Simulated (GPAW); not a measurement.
**InF3 (R-3c): one start, several treatments of the self-energy**

The structure is trigonal, space group R-3c (No. 167). Conventional cell: a = 5.204 Å, b = 5.204 Å, c = 14.723 Å, α = 90.00°, β = 90.00°, γ = 120.00°. Nearest to In lie 6 F at 2.08 Å. Nearest to F lie 2 In at 2.08 Å. Farther neighbours and most contacts between anions are not listed.

```
In F
1.0
     2.60214    1.50235    4.90751
    -2.60214    1.50235    4.90751
     0.00000   -3.00469    4.90751
In F
2 6
Cartesian
  0.0000 0.0000 7.3613
  0.0000 0.0000 0.0000
  -0.9219 1.4079 6.1344
  1.6802 0.0945 6.1344
  0.7583 1.5023 8.5881
  -1.6802 -0.0945 8.5881
  0.9219 -1.4079 8.5881
  -0.7583 -1.5023 6.1344
```

```
method                                  : DFT, LDA, plane waves, PAW (and 3 further levels or steps)
program                                 : GPAW 26.7.0
settings of one run                     : cutoff 600 eV, GPAW PAW setups 1.2.1 data release, 4×4×4 k-mesh, nbands 397
cost                                    : 6 runs, 48 min in all on 8 MPI ranks of Intel Xeon Platinum 8259CL at 2.50GHz (Skylake/Cascade Lake), shared host (the runs of this entry)
notes                                   : The cell and positions are those that the Materials Project relaxed with its own functionals (PBE, PBE+U or r2SCAN), kept fixed. Limits: no spin-orbit coupling. Bands and cutoff are finite, so the gap is not at the basis limit. The miss can reach some tenths of an eV and take either sign; the mesh is an error of its own. The program warns of a poor linear fit in the extrapolation of some level, so the extrapolated values are rough.
G0W0, Godby-Needs plasmon pole          : 7.518 eV
one-shot HSE06                          : 6.564 eV
G0W0, extrapolated in the cutoff        : 7.462 eV
one-shot Hartree-Fock                   : 15.706 eV
G0W0, full frequency, Hilbert transform : 7.443 eV
known limits                            : not at the basis limit; no spin-orbit coupling
```

One-shot HSE06: −0.954 eV against G0W0, Godby-Needs plasmon pole. G0W0, extrapolated in the cutoff: −0.056 eV against G0W0, Godby-Needs plasmon pole, at other bands or cutoff, so not like for like.

[Paths, hosts, dates, memory and timing lines, banners, echoed tables and standing remarks are left out of the program output.]

[Logs are printed without paths, hosts, clocks, repeated set-up lines and the standing remarks that a program may print on its own settings, such as how far it seeks lower states.]

[Runs of the session that timed out or met a known fault of the program may be left out.]

[Hosts, paths, dates, database ids (printed as entryN), source tags and the programs' standing remarks are cut or masked in the printed files.]
